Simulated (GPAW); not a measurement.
The O K edge of atom 3 in BaTiO3 (Barioperovskite, Amm2), with 1 Ti at 1.93 Å and 1 Ti at 2.09 Å (linear, site symmetry m), was computed in 2 ways: full core hole (charged cell) and no core hole. Program and functional: GPAW, LDA, Gaussian full width 0.9 eV up to 4 eV, rising linearly to 3.5 eV at 25 eV; cells of 5 and 20 atoms (the run without a hole in the smaller).

Each run is counted from its own lowest empty level or Fermi level and scaled to a mean of 1 over its first 20 eV.

```
E (eV)  run 1  run 2
  -2.0   0.00   0.00
  -1.5   0.00   0.00
  -1.0   0.00   0.00
  -0.5   0.01   0.02
   0.0   0.10   0.18
   0.5   0.40   0.63
   1.0   0.93   1.10
   1.5   1.79   1.12
   2.0   1.58   0.61
   2.5   0.62   0.74
   3.0   0.40   0.81
   3.5   0.57   0.74
   4.0   0.69   0.97
   4.5   0.99   1.25
   5.0   1.44   1.37
   5.5   1.64   1.44
   6.0   1.52   1.46
   6.5   1.43   1.48
   7.0   1.55   1.51
   7.5   1.52   1.31
   8.0   1.11   0.84
   8.5   0.67   0.46
   9.0   0.45   0.34
   9.5   0.40   0.40
  10.0   0.45   0.55
  10.5   0.58   0.81
  11.0   0.76   1.18
  11.5   0.94   1.50
  12.0   1.10   1.62
  12.5   1.21   1.53
  13.0   1.25   1.33
  13.5   1.23   1.17
  14.0   1.21   1.09
  14.5   1.20   1.08
  15.0   1.17   1.08
  15.5   1.12   1.05
  16.0   1.05   0.99
  16.5   0.99   0.94
  17.0   0.98   0.93
  17.5   0.99   0.93
  18.0   1.00   0.91
  18.5   0.96   0.85
  19.0   0.87   0.75
  19.5   0.74   0.63
  20.0   0.60   0.52
  20.5   0.49   0.44
  21.0   0.42   0.40
  21.5   0.38   0.39
  22.0   0.37   0.39
  22.5   0.37   0.40
  23.0   0.37   0.42
  23.5   0.37   0.43
  24.0   0.37   0.45
  24.5   0.38   0.47
  25.0   0.38   0.50
  25.5   0.39   0.53
  26.0   0.41   0.57
  26.5   0.43   0.61
  27.0   0.46   0.65
  27.5   0.48   0.69
  28.0   0.52   0.75
  28.5   0.55   0.81
  29.0   0.60   0.87
  29.5   0.64   0.94
  30.0   0.69   1.02
  30.5   0.74   1.08
  31.0   0.80   1.14
  31.5   0.85   1.18
  32.0   0.89   1.20
```

Q: Which run is which?

Run 1: no core hole (area from −2 to 6 eV 6.0, main maxima 1.7 eV (1.90), 5.5 eV (1.64), 7.2 eV (1.58) and 13.0 eV (1.25)). Run 2: full core hole (charged cell) (area from −2 to 6 eV 5.9, main maxima 1.3 eV (1.22), 2.8 eV (0.83), 6.9 eV (1.51) and 12.0 eV (1.62)). With each curve scaled to its own mean, the area from −2 to 6 eV with the hole is 5.9 against 6.0, and the centre of weight from −1 to 20 eV moves by -0.0 eV (first and strongest maxima below 20 eV: 1.7 eV (1.90), 5.5 eV (1.64) and 7.2 eV (1.58) without the hole, 1.3 eV (1.22), 6.9 eV (1.51) and 12.0 eV (1.62) with it); the shape changes all the same, by 26 % r.m.s.

[Banner, clock and machine lines of the logs are left out without a mark of their own.]

[Logs are printed without paths, hosts, clocks, repeated set-up lines and the standing remarks that a program may print on its own settings, such as how far it seeks lower states.]

[Hosts, paths, dates, database ids (printed as entryN), source tags and the programs' standing remarks are cut or masked in the printed files.]

[Lists of maxima count a maximum above −3 eV only where it reaches 4 % of the highest in the window and stands out from its surroundings by 2 % of it (1.5 % where it reaches 55 %); shoulders and weaker maxima are passed over, and of the rest the first, up to two pre-edge ones and the few strongest are named.]
